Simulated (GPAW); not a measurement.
# Core-hole calculation of the O K edge in HfO2 (Fm-3m), part 2 of 3

Aim: the dependence of the O K near-edge features of HfO2 (Fm-3m) on volume.

GPAW 26.7.0; X-ray absorption from dipole matrix elements to empty bands, plane-wave PAW revPBE.

So far. Step 2 (Ground state of the crystal): The mesh shows a gap of 3.81 eV, so the hole is first treated in a charged cell, without the excited electron.

**4. Spectrum with FCH, O atom 2**

The holes are 6.3 Å apart. In GPAW the data set carries the hole's charge, so charge=0 means a charged cell and charge=-1 a neutral one. The excited electron is left out and a uniform background balances the charge. After the field has converged, empty bands are computed with the density fixed and the dipole matrix elements are summed.

The absorber has 4 Hf at 2.21 Å (tetrahedral, site symmetry -43m).

Contents of xas.py:

```python
import numpy as np
from ase import Atoms
from ase.parallel import parprint, paropen
from gpaw import GPAW, PW, FermiDirac, Mixer, MixerDif, setup_paths
from gpaw.test import gen
setup_paths.insert(0, '.')
gen('O', name='fch1s', xcname='revPBE', corehole=(1, 0, 1), write_xml=True)
from gpaw.mpi import world
world.barrier()

atoms = Atoms('Hf6O12',
    cell=[[2.5575, 5.115, -2.5575],
     [5.115, -2.5575, 2.5575],
     [2.5575, -5.115, -2.5575]],
    scaled_positions=[[0, 0, 0],
     [0.5, 0, 0.5],
     [0, 0.33333333, 0.33333333],
     [0.5, 0.66666667, 0.16666667],
     [0.5, 0.33333333, 0.83333333],
     [0, 0.66666667, 0.66666667],
     [0.375, 0, 0.125],
     [0.875, 0, 0.625],
     [0.375, 0.33333333, 0.45833333],
     [0.875, 0.66666667, 0.29166667],
     [0.875, 0.33333333, 0.95833333],
     [0.375, 0.66666667, 0.79166667],
     [0.125, 0.33333333, 0.70833333],
     [0.625, 0.33333333, 0.20833333],
     [0.125, 0.66666667, 0.04166667],
     [0.625, 0, 0.875],
     [0.625, 0.66666667, 0.54166667],
     [0.125, 0, 0.375]],
    pbc=True)
atoms.calc = calc = GPAW(legacy_gpaw=True, mode=PW(500), xc='revPBE', setups={6: 'fch1s'},
    kpts={'size': (2, 3, 3), 'gamma': True}, occupations=FermiDirac(0.02),
    charge=0, mixer=Mixer(0.1, 5, 50), maxiter=150,
    convergence={'density': 0.0001}, txt='scf.txt')
energy = atoms.get_potential_energy() + calc.get_reference_energy()
ef = calc.get_fermi_level()
out = dict(energy=energy, fermi=ef, forces=atoms.get_forces().tolist())
parprint(f'all-electron energy {energy:.4f} eV, Fermi level {ef:.4f} eV')
ev = np.array([[calc.get_eigenvalues(k, s) for k in range(len(calc.get_ibz_k_points()))] for s in range(calc.get_number_of_spins())])
out['homo'], out['lumo'], out['counts'] = ev[ev < ef].max(), ev[ev > ef].min(), sorted(set((ev < ef).sum((0, 2)).tolist()))
out['filled'] = (ev[:, 0] < ef).sum(1).tolist()

from ase.units import Ha
from gpaw.xas import dipole_matrix_elements
nb = int(calc.get_number_of_electrons() / 2) + 152
top, nb = nb, nb + 8 + nb // 12
nscf = calc.fixed_density(kpts={'size': (3, 3, 3), 'gamma': True}, nbands=nb,
    convergence={'bands': top, 'eigenstates': 1e-5}, maxiter=60, txt='nscf.txt')
cell = atoms.cell.array
ops = [cell.T @ U.T @ np.linalg.inv(cell.T) for U in nscf.wfs.kd.symmetry.op_scc]
filled = [72]  # bands filled in the ground state, by spin
E = np.arange(-6, 34, 0.1)
fwhm = np.interp(E, [4, 25], [0.9, 3.5])
Y, X, zero, highest = 0, 0, 1e9, 1e9
for spin in range(nscf.get_number_of_spins()):
    wfs = nscf.wfs
    A = dipole_matrix_elements(wfs.setups[6])
    eps = np.zeros((wfs.kd.nibzkpts, nb))
    d = np.zeros((3, A.shape[1], wfs.kd.nibzkpts, nb), complex)
    for kpt in wfs.kpt_u:
        if kpt.s == spin and 6 in kpt.P_ani:
            eps[kpt.k] = kpt.eps_n * Ha
            d[:, :, kpt.k] = (kpt.weight * wfs.nspins / 2) ** 0.5 * np.inner(A, kpt.P_ani[6])
    world.sum(eps)
    world.sum(d)
    T = np.einsum('amkn,bmkn->abkn', d, d.conj()).real
    T = sum(np.einsum('ai,ijkn,bj->abkn', R, T, R) for R in ops) / len(ops)
    empty = np.ones_like(eps, bool) & (np.arange(nb) >= filled[spin])
    zero, highest = min(zero, eps[empty].min()), min(highest, eps[:, top - 1].min())
    lines = [(eps, T, empty)] if spin == 0 else lines + [(eps, T, empty)]
for eps, T, empty in lines:
    f = np.einsum('aakn->akn', T).reshape(3, -1)
    x = eps.ravel() - zero
    w = np.interp(x, E, fwhm) / 2.35482
    g = np.exp(-0.5 * ((E[:, None] - x) / w) ** 2) / (w * (2 * np.pi) ** 0.5)
    Y = Y + (f * empty.ravel()) @ g.T
    X = X + (f * ~empty.ravel()) @ g.T
out.update(E=E.round(2).tolist(), xas=Y.tolist(), xes=X.tolist(), zero=zero, valid=highest - zero, nk=len(eps), nb=nb)
for i in range(0, len(E), 10):
    parprint(f'{E[i]:7.2f}', *(f'{v:10.3e}' for v in Y[:, i]))
import json
with paropen('out.json', 'w') as f:
    json.dump(out, f)
```

Launch:

```
OMP_NUM_THREADS=1 mpirun -n 2 gpaw python xas.py
```

Numbers of over 12 decimals in the logs are rounded to 6 here.

Log:

```text
Input parameters:
  convergence: {density: 0.0001}
  kpts: {gamma: True,
         size: (2, 3, 3)}
  maxiter: 150
  mixer: {backend: pulay,
          beta: 0.1,
          method: separate,
          nmaxold: 5,
          weight: 50}
  mode: {ecut: 500.0,
         name: pw}
  occupations: {fixmagmom: False,
                name: fermi-dirac,
                width: 0.02}
  setups: {6: fch1s}
  xc: revPBE

Initialize ...

[... PAW data sets ...]

Reference energy: -2483326.008664  # eV

Spin-paired calculation

[... convergence settings ...]
Symmetries present (total): 2
  [... symmetry matrices ...]

18 k-points: 2 x 3 x 3 Monkhorst-Pack grid + [1/4,0.000000,0.000000]
8 k-points in the irreducible part of the Brillouin zone
       k-points in crystal coordinates                weights
   0:     0.00000000    0.00000000    0.00000000          1/18
   1:     0.00000000    0.33333333   -0.33333333          2/18
   2:     0.00000000    0.33333333    0.00000000          2/18
   3:     0.00000000    0.33333333    0.33333333          4/18
   4:     0.50000000    0.00000000    0.00000000          1/18
   5:     0.50000000    0.33333333   -0.33333333          2/18
   6:     0.50000000    0.33333333    0.00000000          2/18
   7:     0.50000000    0.33333333    0.33333333          4/18

Wave functions: Plane wave expansion
  Cutoff energy: 500.000 eV
  Number of coefficients (min, max): 5081, 5127
  Pulay-stress correction: 0.000000 eV/Ang^3 (de/decut=0.000000)
  Using FFTW library
  Wavefunction extrapolation:
    Improved wavefunction reuse through dual PAW basis

Occupation numbers: Fermi-Dirac:
  width: 0.0200  # eV

Eigensolver
   Davidson(niter=2)

Densities:
  Coarse grid: 35*35*35 grid
  Fine grid: 70*70*70 grid
  Total Charge: 1.000000

Density mixing:
  Method: separate
  Backend: pulay
  Linear mixing parameter: 0.1
  old densities: 5
  Width of damping distribution: 1.1
  Damping of long wavelength oscillations: 50

[... Hamiltonian set-up ...]
Number of atoms: 18
Number of atomic orbitals: 126
Number of bands in calculation: 91
Number of valence electrons: 144
Bands to converge: occupied

... initialized

Initializing position-dependent things.

Density initialized from atomic densities
Creating initial wave functions:
  91 bands from LCAO basis set

                   O
          Hf           Hf
              OHf   O      O
             O     O     O
                 Hf Hf
                 O  OHf O
                   O     O

Atomic positions and initial magnetic moments

Positions:
   0 Hf     0.000000    0.000000    0.000000    ( 0.0000,  0.0000,  0.0000)
   1 Hf     2.557500    0.000000   -2.557500    ( 0.0000,  0.0000,  0.0000)
   2 Hf     2.557500   -2.557500    0.000000    ( 0.0000,  0.0000,  0.0000)
   3 Hf     5.115000   -0.000000    0.000000    ( 0.0000,  0.0000,  0.0000)
   4 Hf     5.115000   -2.557500   -2.557500    ( 0.0000,  0.0000,  0.0000)
   5 Hf     5.115000   -5.115000   -0.000000    ( 0.0000,  0.0000,  0.0000)
   6 O      1.278750    1.278750   -1.278750    ( 0.0000,  0.0000,  0.0000)
[...]
15 O      3.836250   -1.278750   -3.836250    ( 0.0000,  0.0000,  0.0000)
  16 O      6.393750   -1.278750   -1.278750    ( 0.0000,  0.0000,  0.0000)
  17 O      1.278750   -1.278750   -1.278750    ( 0.0000,  0.0000,  0.0000)

Unit cell:
           periodic     x           y           z      points  spacing
  1. axis:    yes    2.557500    5.115000   -2.557500    35     0.1688
  2. axis:    yes    5.115000   -2.557500    2.557500    35     0.1550
  3. axis:    yes    2.557500   -5.115000   -2.557500    35     0.1482

  Lengths:   6.264570   6.264570   6.264570
  Angles:   60.000000 109.471221  99.594068

Effective grid spacing dv^(1/3) = 0.1673

iter:   1  -211.672053
iter:   2  -198.292841   -0.61  -0.88
iter:   3  -182.854889   +0.32  -0.97
iter:   4  -183.556338   -0.88  -1.34
iter:   5  -183.748386   -1.03  -1.43
iter:   6  -183.848961   -0.96  -1.87
iter:   7  -183.460934   -1.53  -2.05
iter:   8  -183.523346   -2.23  -2.16
iter:   9  -183.462535c  -2.32  -2.24
iter:  10  -183.449747   -2.47  -2.59
iter:  11  -183.446965c  -3.41  -2.86
iter:  12  -183.446202c  -4.50  -3.03
iter:  13  -183.446286c  -4.31  -3.26
iter:  14  -183.446214c  -5.27  -3.41
iter:  15  -183.446257c  -5.91  -3.46
iter:  16  -183.446396c  -5.26  -3.53
iter:  17  -183.446357c  -5.94  -3.78
iter:  18  -183.446355c  -5.88  -4.01c
iter:  19  -183.446355c  -6.16  -4.48c
iter:  20  -183.446355c  -6.79  -4.65c
iter:  21  -183.446354c  -7.40c -4.67c

Converged after 21 iterations.

Dipole moment: (-0.142019, 0.126383, 0.142019) |e|*Ang

Energy contributions relative to reference atoms: (reference = -2483326.008664)

Kinetic:        +65.790718
Potential:     -112.564707
External:        +0.000000
XC:            -136.134237
Entropy (-ST):   -0.000000
Local:           -0.538128
SIC:             +0.000000
--------------------------
Free energy:   -183.446354
Extrapolated:  -183.446354

Showing only first 2 kpts
 Kpt  Band  Eigenvalues  Occupancy
  0    70      7.77102    2.00000
  0    71      7.79170    2.00000
  0    72     12.11457    0.00000
  0    73     12.11599    0.00000

  1    70      7.66137    2.00000
  1    71      7.72404    2.00000
  1    72     12.34989    0.00000
[...]
Fermi level: 9.14922

Gap: 3.877 eV
Transition (v -> c):
  (s=0, k=2, n=71, [0.00, 0.33, 0.00]) -> (s=0, k=0, n=72, [0.00, 0.00, 0.00])
Direct/indirect transitions are different
Direct gap: 3.934 eV
Transition at: (s=0, k=2, n=71, [0.00, 0.33, 0.00])

Forces in eV/Ang:
  0 Hf   -1.67498   -1.65034    1.67498
  1 Hf    1.68559   -1.75293   -1.68559
  2 Hf    0.04909    0.01869   -0.01650
  3 Hf   -1.87142    1.67784   -1.79133
  4 Hf    1.79133    1.67784    1.87142
  5 Hf    0.01650    0.01869   -0.04909
  6 O     0.02521    0.04008   -0.02521
[...]
15 O    -0.01012   -0.59961    0.01012
 16 O    -0.26187   -0.25913    0.87214
 17 O     0.00800    1.12200   -0.00800
Scalar-relativistic atomic revPBE calculation for O (Oxygen, Z=8)
Core hole in 1s state (1s occupation: 1.0)
300 radial gridpoints.
|------------------------------------------------|
|------------------------------------------------|
[... the atom generator's iteration count ...]

Energy contributions:
-------------------------
Kinetic:      +54.530280
XC:            -6.272594
Potential:   -102.916977
-------------------------
Total:        -54.659291

state      eigenvalue         ekin         rmax
-----------------------------------------------
1s^1.0 :   -21.906249    31.054629        0.126
2s^2.0 :    -1.610682     4.119458        0.796
2p^4.0 :    -1.060364     3.809184        0.687
-----------------------------------------------
(units: Bohr and Hartree)

Generating PAW setup
Kinetic energy of the core from tauc = 31.080249
Cutoffs:
rc(s)=1.300
rc(p)=1.130
rc(d)=1.170
rc(vbar)=1.300
rc(comp)=1.260
rc(nct)=1.300

Kinetic energy of the core states: 31.054629
Charge: 1.0
Core electrons: 1.0
Valence electrons: 6.0
Pseudo-core charge: 0.000186
Shape function alpha=6.299
Pseudo-electron charge 5.291977
state    eigenvalue         norm
--------------------------------
2s(2) :    -1.610682     1.066260
*s    :    -0.610682
2p(4) :    -1.060364     0.789818
*p    :    -0.060364
*d    :     0.000000
--------------------------------

Diagonalizing with gridspacing h=0.050

state   all-electron     PAW
-------------------------------
2s:      -1.610682    -1.612130
2p:      -1.060364    -1.066633
*d:                   -0.064109
*f:                   -0.013753
-------------------------------
all-electron energy -2483509.4550 eV, Fermi level 9.1492 eV
[...]
31.00  3.435e-05  3.489e-05  3.435e-05
  32.00  4.215e-05  4.203e-05  4.215e-05
  33.00  5.250e-05  5.185e-05  5.250e-05
```

Run time: 6.2 min. Hardware: 2 MPI ranks of Arm Neoverse V1, shared host; peak memory 0.57 GiB.

The O K spectrum, O atom 2, full core hole (charged cell) (energy from the lowest empty level; intensity scaled to a mean of 1 over the first 20 eV):

```tsv
E (eV)	intensity
-2.00	0.00
-1.25	0.00
-0.50	0.13
0.25	1.44
1.00	0.76
1.75	0.15
2.50	0.91
3.25	2.67
4.00	2.86
4.75	1.61
5.50	0.99
6.25	0.77
7.00	0.65
7.75	0.84
8.50	1.18
9.25	1.07
10.00	0.66
10.75	0.52
11.50	0.77
12.25	1.06
13.00	1.11
13.75	0.94
14.50	0.80
15.25	0.76
16.00	0.78
16.75	0.81
17.50	0.79
18.25	0.72
19.00	0.67
19.75	0.68
20.50	0.78
21.25	0.91
22.00	1.00
22.75	0.99
23.50	0.87
24.25	0.69
25.00	0.52
25.75	0.41
26.50	0.36
27.25	0.34
28.00	0.36
28.75	0.40
29.50	0.44
30.25	0.49
31.00	0.55
31.75	0.63
```

Main maxima below 24 eV (height): 0.4 eV (1.58), 3.7 eV (3.20), 8.7 eV (1.20), 12.8 eV (1.12) and 22.3 eV (1.01). A K edge sees empty p states; the first features are O p mixed into the empty d states of the Hf neighbours, and the broad ones above probably into the cations' higher empty bands.

The hole costs E(hole) − E(ground) = 528.45 eV, and the lowest empty level of the hole cell on the spectrum's mesh lies at 12.11 eV, which puts the zero at 540.57 eV. One term is added: -8.91 eV, since the hole is spin-paired here and a spin-polarised one costs that much less in the free atom (computed apart). The photon energy is then 531.66 eV. The functional and the charged cell's background leave an error of a few eV in such absolute values.

**5. Supercell without a hole, the energy reference**

The cell and mesh change for the next run, so it gets a reference energy of its own.

The cell differs from the one that the last finished run ended in (a 6.265 → 6.071 Å, b 6.265 → 6.071 Å, c 6.265 → 6.071 Å).

Contents of scf.py:

```python
import numpy as np
from ase import Atoms
from ase.parallel import parprint, paropen
from gpaw import GPAW, PW, FermiDirac, Mixer, MixerDif, setup_paths
from gpaw.test import gen
setup_paths.insert(0, '.')
gen('O', name='nch1s', xcname='revPBE', corehole=(1, 0, 0), write_xml=True)
from gpaw.mpi import world
world.barrier()

atoms = Atoms('Hf6O12',
    cell=[[2.47835077, 4.95670153, -2.47835077],
     [4.95670153, -2.47835077, 2.47835077],
     [2.47835077, -4.95670153, -2.47835077]],
    scaled_positions=[[0, 0, 0],
     [0.5, 0, 0.5],
     [0, 0.33333333, 0.33333333],
     [0.5, 0.66666667, 0.16666667],
     [0.5, 0.33333333, 0.83333333],
     [0, 0.66666667, 0.66666667],
     [0.375, 0, 0.125],
     [0.875, 0, 0.625],
     [0.375, 0.33333333, 0.45833333],
     [0.875, 0.66666667, 0.29166667],
     [0.875, 0.33333333, 0.95833333],
     [0.375, 0.66666667, 0.79166667],
     [0.125, 0.33333333, 0.70833333],
     [0.625, 0.33333333, 0.20833333],
     [0.125, 0.66666667, 0.04166667],
     [0.625, 0, 0.875],
     [0.625, 0.66666667, 0.54166667],
     [0.125, 0, 0.375]],
    pbc=True)
atoms.calc = calc = GPAW(legacy_gpaw=True, mode=PW(500), xc='revPBE', setups={6: 'nch1s'},
    kpts={'size': (3, 3, 3), 'gamma': True}, occupations=FermiDirac(0.02),
    charge=0, mixer=Mixer(0.1, 5, 50), maxiter=150,
    convergence={'density': 0.0001}, txt='scf.txt')
energy = atoms.get_potential_energy() + calc.get_reference_energy()
ef = calc.get_fermi_level()
out = dict(energy=energy, fermi=ef, forces=atoms.get_forces().tolist())
parprint(f'all-electron energy {energy:.4f} eV, Fermi level {ef:.4f} eV')
ev = np.array([[calc.get_eigenvalues(k, s) for k in range(len(calc.get_ibz_k_points()))] for s in range(calc.get_number_of_spins())])
out['homo'], out['lumo'], out['counts'] = ev[ev < ef].max(), ev[ev > ef].min(), sorted(set((ev < ef).sum((0, 2)).tolist()))
out['filled'] = (ev[:, 0] < ef).sum(1).tolist()
import json
with paropen('out.json', 'w') as f:
    json.dump(out, f)
```

Launch:

```
OMP_NUM_THREADS=1 mpirun -n 2 gpaw python scf.py
```

Log:

```text
Input parameters:
  convergence: {density: 0.0001}
  kpts: {gamma: True,
         size: (3, 3, 3)}
  maxiter: 150
  mixer: {backend: pulay,
          beta: 0.1,
          method: separate,
          nmaxold: 5,
          weight: 50}
  mode: {ecut: 500.0,
         name: pw}
  occupations: {fixmagmom: False,
                name: fermi-dirac,
                width: 0.02}
  setups: {6: nch1s}
  xc: revPBE

Initialize ...

[...]
2s(2) :    -0.881898     1.082464
*s    :     0.118102
2p(4) :    -0.329595     0.879738
*p    :     0.670405
*d    :     0.000000
--------------------------------

Diagonalizing with gridspacing h=0.050

state   all-electron     PAW
-------------------------------
2s:      -0.881898    -0.883008
2p:      -0.329595    -0.333354
*d:                    0.048653
*f:                    0.076486
-------------------------------
all-electron energy -2484036.3120 eV, Fermi level 10.3390 eV
[key lines of the parts left out:]
Converged after 28 iterations.
Dipole moment: (0.000000, 0.000000, -0.000000) |e|*Ang
Free energy:   -155.201496
Fermi level: 10.33899
```

Run time: 2.7 min. Hardware: 2 MPI ranks; peak memory 0.38 GiB; 5.5 min of CPU time.

Reference energy: -2484036.312 eV with the cores included.

**6. Spectrum with FCH, O atom 2**

Shorter bonds are expected to push antibonding states and scattering resonances up, and longer ones down; the cell is scaled to test that.

Changed against the first core-hole run: volume scale from 1 to 0.91; the field's mesh follows (2×3×3 to 3×3×3).

Changes to xas.py since step 4:

```diff
@@ -11,5 +11,5 @@
 atoms = Atoms('Hf6O12',
-    cell=[[2.5575, 5.115, -2.5575],
-     [5.115, -2.5575, 2.5575],
-     [2.5575, -5.115, -2.5575]],
+    cell=[[2.47835077, 4.95670153, -2.47835077],
+     [4.95670153, -2.47835077, 2.47835077],
+     [2.47835077, -4.95670153, -2.47835077]],
     scaled_positions=[[0, 0, 0],
@@ -34,3 +34,3 @@
 atoms.calc = calc = GPAW(legacy_gpaw=True, mode=PW(500), xc='revPBE', setups={6: 'fch1s'},
-    kpts={'size': (2, 3, 3), 'gamma': True}, occupations=FermiDirac(0.02),
+    kpts={'size': (3, 3, 3), 'gamma': True}, occupations=FermiDirac(0.02),
     charge=0, mixer=Mixer(0.1, 5, 50), maxiter=150,
@@ -47,3 +47,3 @@
 from gpaw.xas import dipole_matrix_elements
-nb = int(calc.get_number_of_electrons() / 2) + 152
+nb = int(calc.get_number_of_electrons() / 2) + 141
 top, nb = nb, nb + 8 + nb // 12
```

Launch:

```
OMP_NUM_THREADS=1 mpirun -n 2 gpaw python xas.py
```

Log:

```text
Input parameters:
  convergence: {density: 0.0001}
  kpts: {gamma: True,
         size: (3, 3, 3)}
  maxiter: 150
  mixer: {backend: pulay,
          beta: 0.1,
          method: separate,
          nmaxold: 5,
          weight: 50}
  mode: {ecut: 500.0,
         name: pw}
  occupations: {fixmagmom: False,
                name: fermi-dirac,
                width: 0.02}
  setups: {6: fch1s}
  xc: revPBE

Initialize ...

[...]
*p    :    -0.060364
*d    :     0.000000
--------------------------------

Diagonalizing with gridspacing h=0.050

state   all-electron     PAW
-------------------------------
2s:      -1.610682    -1.612130
2p:      -1.060364    -1.066633
*d:                   -0.064109
*f:                   -0.013753
-------------------------------
all-electron energy -2483509.0476 eV, Fermi level 10.2743 eV
[...]
32.00  3.012e-05  3.084e-05  3.012e-05
  33.00  3.271e-05  3.343e-05  3.271e-05
[key lines of the parts left out:]
Converged after 19 iterations.
Dipole moment: (-0.138670, 0.127711, 0.138648) |e|*Ang
Free energy:   -183.038894
Fermi level: 10.27433
```

The job ended after 5.9 min (2 MPI ranks; peak memory 0.59 GiB).

```tsv
E (eV)	first run	this run
-2.0	0.00	0.00
-1.0	0.00	0.00
0.0	0.94	0.82
1.0	0.76	1.02
2.0	0.20	0.11
3.0	2.16	0.68
4.0	2.86	2.87
5.0	1.40	2.12
6.0	0.79	1.35
7.0	0.65	0.77
8.0	0.98	0.50
9.0	1.16	0.77
10.0	0.66	1.16
11.0	0.57	0.89
12.0	0.98	0.76
13.0	1.11	0.98
14.0	0.88	1.03
15.0	0.76	0.82
16.0	0.78	0.76
17.0	0.81	0.78
18.0	0.75	0.75
19.0	0.67	0.68
20.0	0.71	0.62
21.0	0.86	0.66
22.0	1.00	0.81
23.0	0.96	0.97
24.0	0.75	1.00
25.0	0.52	0.87
26.0	0.39	0.65
27.0	0.34	0.47
28.0	0.36	0.38
29.0	0.41	0.35
30.0	0.47	0.37
31.0	0.55	0.43
32.0	0.67	0.48
```

The scaled spectrum changes by 39 % r.m.s. A shift of +0.6 eV leaves 23 %. The highest intensity below 16 eV goes from 3.7 eV (3.20) to 4.3 eV (3.16).

The photon energy of the zero moves by +0.25 eV.

(Part 2 of 3 ends here.)

[Banner, clock and machine lines of the logs are left out without a mark of their own.]

[Logs are printed without paths, hosts, clocks, repeated set-up lines and the standing remarks that a program may print on its own settings, such as how far it seeks lower states.]

[Hosts, paths, dates, database ids (printed as entryN), source tags and the programs' standing remarks are cut or masked in the printed files.]

[Lists of maxima count a maximum above −3 eV only where it reaches 4 % of the highest in the window and stands out from its surroundings by 2 % of it (1.5 % where it reaches 55 %); shoulders and weaker maxima are passed over, and of the rest the first, up to two pre-edge ones and the few strongest are named.]
